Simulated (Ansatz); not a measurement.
# GaAs wire along [111], 14 atoms a period, H-terminated: bands by functional, part 2 of 2

Wanted: the relaxed geometry and the bands of the GaAs wire along [111], 14 atoms a period, H-terminated.

Ansatz 0.2.0; DFT PBE, plane waves, PAW; relaxation of a wire's period; PAW set soft_1 (the session's first sound run).

So far. Step 2 (Relaxation of atoms and period): The cell's length comes to 9.959 Å with spin left out.

## (3) Bands of the perfect wire

This step: DFT PBE, plane waves, PAW; bands of a perfect wire; PAW set soft_1 (Ansatz 0.2.0).

At the relaxed period the bands are computed along the axis; those that cross an energy going forward count the channels that a perfect wire would open there.

input.yaml

```yaml
crystal:
  lattice:
    - [13.446, 0.0, 0.0]
    - [0.0, 14.446, 0.0]
    - [0.0, 0.0, 9.9590806938]
  atoms:
    - { symbol: Ga, position: [0.5, 0.501014358, 0.032607251] }
    - { symbol: As, position: [0.5, 0.500955541, 0.273475566] }
    - { symbol: H, position: [0.250133988, 0.476927974, 0.281310136] }
    - { symbol: H, position: [0.352838643, 0.311468908, 0.281420528] }
    - { symbol: H, position: [0.39733712, 0.714326095, 0.281305318] }
    - { symbol: H, position: [0.60266288, 0.714326095, 0.281305318] }
    - { symbol: H, position: [0.647161357, 0.311468908, 0.281420528] }
    - { symbol: H, position: [0.749866012, 0.476927974, 0.281310136] }
    - { symbol: Ga, position: [0.341572964, 0.415777163, 0.321284645] }
    - { symbol: Ga, position: [0.5, 0.671275575, 0.321276524] }
    - { symbol: Ga, position: [0.658427036, 0.415777163, 0.321284645] }
    - { symbol: As, position: [0.35579839, 0.423493144, 0.575655732] }
    - { symbol: As, position: [0.5, 0.655998371, 0.575636245] }
    - { symbol: As, position: [0.64420161, 0.423493144, 0.575655732] }
    - { symbol: H, position: [0.246324426, 0.637259598, 0.621979242] }
    - { symbol: H, position: [0.5, 0.228356197, 0.621999863] }
    - { symbol: H, position: [0.753675574, 0.637259598, 0.621979242] }
    - { symbol: H, position: [0.266263248, 0.375389162, 0.638496761] }
    - { symbol: H, position: [0.5, 0.752225985, 0.638448177] }
    - { symbol: H, position: [0.733736752, 0.375389162, 0.638496761] }
    - { symbol: Ga, position: [0.344484119, 0.584586647, 0.656009251] }
    - { symbol: Ga, position: [0.5, 0.333836094, 0.656041223] }
    - { symbol: Ga, position: [0.655515881, 0.584586647, 0.656009251] }
    - { symbol: As, position: [0.358935302, 0.57681998, 0.91017386] }
    - { symbol: As, position: [0.5, 0.349378046, 0.910188149] }
    - { symbol: As, position: [0.641064698, 0.57681998, 0.91017386] }
    - { symbol: H, position: [0.264646229, 0.536838715, 0.971008765] }
    - { symbol: H, position: [0.348989307, 0.672817016, 0.97099419] }
    - { symbol: H, position: [0.41565586, 0.293354586, 0.97100668] }
    - { symbol: H, position: [0.58434414, 0.293354586, 0.97100668] }
    - { symbol: H, position: [0.651010693, 0.672817016, 0.97099419] }
    - { symbol: H, position: [0.735353771, 0.536838715, 0.971008765] }
kpoints:
  mp_grid: { grid: [1, 1, 9] }
  band_path: { path: ["Γ", Z], npoints: 90 }
scf:
  occupations: { method: fermi_dirac, width: 0.05 }
hamiltonian:
  xc: pbe
  pseudopotentials: { kind: paw, azcp: { folder: soft_1 } }
output:
  dos: { e_range: [-5, 4] }
  write_potential: true
  write_density: true
  volumetric_format: npy
```

Launch:

```
ansatz run input.yaml --threads 4 --pin off --max-ram 16384MiB --backend cpu --events-out ev --progress --plain --runs-dir out
```

Numbers of over 12 decimals in the logs are rounded to 6 here.

The log of the run:

```text
[...]
Crystal: 32 atoms, lattice volume = 1934.461 Å³
Basis set: ecut = 420 eV, 37761 PW (Γ)
Bands: 139, of which v1, the nominal top of the filled ones, is band 107 counted from 1 (106 counted from 0)
Symmetry: 2 space group operations
[...]
k-points: 5 of 9 (time reversal used)
[...]
SCF iter   1: F=—  HF=-60764.119889 eV  |F-HF|=—  |Δ(HF+E_count)|=         —  Δρ=3.07e-2  dr2=1.70e1  ethr=3.10e-3  ⟨swp⟩=7.0  Hψ=3084  notcnv=0  defer=3
[...]
SCF iter  10: F=-60758.685474 eV  HF=-60758.685474 eV  |F-HF|=1.36e-8  |Δ(HF+E_count)|=   2.61e-7  Δρ=1.34e-6  dr2=3.88e-8  ethr=4.67e-11  ⟨swp⟩=15.6  Hψ=3980  notcnv=0
SCF 1 converged in 10 iterations: F = -60758.685474 eV  dr2 = 3.88e-8
[...]
NSCF: frozen V_eff on 91 k-points
WARN: The output density's exchange-correlation potential varies sharply where the density is thin. Do not read a vacuum level from v_tot or v_xc, or from such a field of the output density. On a cell that repeats whose density bears no net charge and no dipole along the vacuum's axis use v_es (v_loc + v_h of the components); under efield.dipole_correction with no amplitude use v_es + v_field, which holds any externa [...]
SCF converged after 10 iterations
Free energy (F): -60758.685474 eV
[...]
Internal energy: -60758.685474 eV  (E = F + TS)
E sigma→0 (E₀):  -60758.685474 eV
Fermi energy:    -2.000904 eV
[...]
--- Band table (eV; the first three rows and the last of 5) ---
  k-point 0: bands = [... 103 lower, -4.1922, -3.8242, -3.8237, -3.6096, -0.2660, 0.1868, 0.1893, 0.2436, ... 28 higher]
  k-point 1: bands = [... 103 lower, -4.1635, -3.8219, -3.8214, -3.6494, -0.2828, 0.0706, 0.0751, 0.3956, ... 28 higher]
  k-point 2: bands = [... 103 lower, -4.1114, -3.8149, -3.8144, -3.7669, -0.3177, -0.0133, -0.0087, 0.3436, ... 28 higher]
  k-point 4: bands = [... 103 lower, -4.0565, -4.0563, -3.7970, -3.7965, -0.3469, -0.0453, -0.0404, 0.0195, ... 28 higher]
```

Elapsed: 13 min, on 4 threads of Arm Neoverse V1, shared host; peak memory 13 GiB; 50 min of CPU time.

Numbers from this step:

* band gap: 3.262 eV

The electronic bands at the labelled points (eV, zero at the Fermi level; v1 is the highest filled band, c1 the lowest empty one):

| point | v4 | v3 | v2 | v1 | c1 | c2 | c3 | c4 |
| --- | --- | --- | --- | --- | --- | --- | --- | --- |
| Γ | -2.19 | -1.82 | -1.82 | -1.61 | 1.73 | 2.19 | 2.19 | 2.24 |
| halfway | -2.10 | -1.81 | -1.81 | -1.81 | 1.68 | 1.98 | 1.98 | 2.29 |
| Z | -2.05 | -2.05 | -1.79 | -1.79 | 1.65 | 1.96 | 1.96 | 2.00 |

The gap is 3.26 eV, with spin left out.

On this path the gap is indirect, 3.26 eV, with the valence top at Γ and the conduction bottom between Γ and Z. The least direct gap is 3.34 eV.

## (4) Levels at the same atoms, cutoff 500 eV, k-mesh 1×1×7

This step: DFT r2SCAN, plane waves, PAW; bands of a perfect wire at the PBE geometry; PAW set soft_1 (Ansatz 0.2.0).

The atoms stay at the PBE geometry and the functional changes. r2SCAN also reads the kinetic-energy density; it often gives larger moments and wider gaps than PBE, at a higher cost. Against the first PBE run of this kind, the cutoff is 500 eV against 420 and the mesh along the wire has 7 points against 9.

input.yaml, as its differences from that of step 3:

```diff
@@ -39,3 +39,3 @@
 kpoints:
-  mp_grid: { grid: [1, 1, 9] }
+  mp_grid: { grid: [1, 1, 7] }
   band_path: { path: ["Γ", Z], npoints: 90 }
@@ -44,8 +44,3 @@
 hamiltonian:
-  xc: pbe
+  xc: r2scan
   pseudopotentials: { kind: paw, azcp: { folder: soft_1 } }
-output:
-  dos: { e_range: [-5, 4] }
-  write_potential: true
-  write_density: true
-  volumetric_format: npy
```

The log of the run:

```text
[...]
Crystal: 32 atoms, lattice volume = 1934.461 Å³
Basis set: ecut = 500 eV, 49117 PW (Γ), exchange–correlation on 400×432×300 points (64 copies of the dense FFT grid, shifted against one another)
Bands: 139, of which v1, the nominal top of the filled ones, is band 107 counted from 1 (106 counted from 0)
Symmetry: 2 space group operations
[...]
k-points: 4 of 7 (time reversal used)
[...]
SCF iter   1: F=—  HF=-60874.168847 eV  |F-HF|=—  |Δ(HF+E_count)|=         —  Δρ=3.00e-2  dr2=1.59e1  dr2_τ=1.34e-1  ethr=3.10e-3  ⟨swp⟩=7.0  Hψ=2415  notcnv=0  defer=12
[...]
SCF iter  10: F=-60870.668475 eV  HF=-60870.668475 eV  |F-HF|=1.07e-8  |Δ(HF+E_count)|=   4.73e-7  Δρ=1.47e-6  dr2=4.88e-8  dr2_τ=6.52e-10  ethr=4.67e-11  ⟨swp⟩=16.8  Hψ=3203  notcnv=0
SCF 1 converged in 10 iterations: F = -60870.668475 eV  dr2 = 4.88e-8
[...]
WARN: pass on a band path, mesh or list of k-points: the 91 k-points are solved 32 at a time at the most, because the 14.40 GiB of host memory that the pass is priced against does not hold them all with the solver's workspace as planned. The pass can take longer, above all where fewer k-points are solved at a time than the run has threads. As a rule a larger memory budget leaves room for more at once. The budget is what a run with no `--max-ram-frac` typed is planned for, 0.8 of the host's memory or its container's limit. More memory there lifts it, and so does a share over 0.88 that is typed (of such a share the budget is ten elevenths): [rest of the remark cut]
SCF converged after 10 iterations
Free energy (F): -60870.668475 eV
[...]
Internal energy: -60870.668475 eV  (E = F + TS)
E sigma→0 (E₀):  -60870.668475 eV
Fermi energy:    -2.027404 eV
[...]
--- Band table (eV) ---
  k-point 0: bands = [... 103 lower, -4.4399, -4.0693, -4.0689, -3.8331, -0.0600, 0.3438, 0.3447, 0.4303, ... 28 higher]
  k-point 1: bands = [... 103 lower, -4.3997, -4.0648, -4.0644, -3.9017, -0.0931, 0.2144, 0.2171, 0.6130, ... 28 higher]
  k-point 2: bands = [... 103 lower, -4.3411, -4.1007, -4.0521, -4.0517, -0.1531, 0.1435, 0.1464, 0.4769, ... 28 higher]
  k-point 3: bands = [... 103 lower, -4.3131, -4.3127, -4.0395, -4.0391, -0.1862, 0.1385, 0.1415, 0.2894, ... 28 higher]
```

It took 21 min on 4 threads; peak memory 12 GiB.

Numbers from this step:

```
band gap : 3.643 eV
```

The electronic bands at the labelled points (eV, zero at the Fermi level; v1 is the highest filled band, c1 the lowest empty one):

| point | v4 | v3 | v2 | v1 | c1 | c2 | c3 | c4 |
| --- | --- | --- | --- | --- | --- | --- | --- | --- |
| Γ | -2.41 | -2.04 | -2.04 | -1.81 | 1.97 | 2.37 | 2.37 | 2.46 |
| halfway | -2.33 | -2.03 | -2.03 | -2.01 | 1.89 | 2.18 | 2.18 | 2.57 |
| Z | -2.28 | -2.28 | -2.01 | -2.01 | 1.84 | 2.17 | 2.17 | 2.29 |

The gap is 3.64 eV, against 3.26 eV under PBE at the relaxed period.

## (5) Levels at the same atoms, level HSE06, cutoff 420 eV

This step: DFT HSE06, plane waves, PAW; levels of a perfect wire at the PBE geometry; PAW set soft_1 (Ansatz 0.2.0).

The atoms stay at the PBE geometry and the functional changes. HSE06 mixes in a quarter of short-range exact exchange, which removes part of the self-interaction that closes gaps; it is dear, so the mesh is thinner and no path is run. Against the first PBE run of this kind, the mesh along the wire has 4 points against 9.

input.yaml, as its differences from that of step 4:

```diff
@@ -39,4 +39,3 @@
 kpoints:
-  mp_grid: { grid: [1, 1, 7] }
-  band_path: { path: ["Γ", Z], npoints: 90 }
+  mp_grid: { grid: [1, 1, 4] }
 scf:
@@ -44,3 +43,3 @@
 hamiltonian:
-  xc: r2scan
+  xc: hse06
   pseudopotentials: { kind: paw, azcp: { folder: soft_1 } }
```

The log of the run:

```text
[...]
Crystal: 32 atoms, lattice volume = 1934.461 Å³
Basis set: ecut = 420 eV, 37761 PW (Γ)
Bands: 139, of which v1, the nominal top of the filled ones, is band 107 counted from 1 (106 counted from 0)
Symmetry: 2 space group operations
[...]
k-points: 3 of 4 (time reversal used)
[...]
Internal energy: -60771.285855 eV  (E = F + TS)
E sigma→0 (E₀):  -60771.285855 eV
Fermi energy:    -2.053997 eV
[...]
--- Band table (eV) ---
  k-point 0: bands = [... 103 lower, -4.7577, -4.4139, -4.4138, -4.1008, 0.1540]
  k-point 1: bands = [... 103 lower, -4.6820, -4.3916, -4.3915, -4.3197, 0.0687]
  k-point 2: bands = [... 103 lower, -4.6465, -4.6459, -4.3644, -4.3643, 0.0213]
  guard bands above this table: 31 of the run's 139 bands. The solve was not asked for them (output.publish_guard_bands: true or output.eigenvalues: true publishes all)
[key lines of the parts left out:]
Free energy (F): -60771.285855 eV
```

The job ended after 13 min (4 threads; peak memory 5.7 GiB).

Numbers from this step:

```yaml
band_gap: 4.122 eV
```

The gap is 4.12 eV, against 3.26 eV under PBE at the relaxed period.

## (6) Results

| Item | Value |
| --- | --- |
| cell length, PBE | 9.959 Å |
| gap, PBE | 3.26 eV |
| gap, r2SCAN | 3.64 eV |
| gap, HSE06 | 4.12 eV |

What this shows: Under PBE the cell's length is 9.96 Å, and a gap of 3.26 eV makes it a semiconductor. At the relaxed period the wire is gapped under every functional, from 3.26 eV (PBE) to 4.12 eV (HSE06). Weak screening in one dimension makes quasiparticle gaps larger than the semilocal gaps, as a rule. Plain hydrogen on a compound's surface is a simple closure: it may leave surface states, and facets that end in unlike atoms put a field across the wire, both of which shrink the gap. A hybrid's gap is read on a coarse mesh, without a band path.

[Logs are printed without paths, hosts, clocks, repeated set-up lines and the standing remarks that a program may print on its own settings, such as how far it seeks lower states.]

[Hosts, paths, dates, database ids (printed as entryN), source tags and the programs' standing remarks are cut or masked in the printed files.]
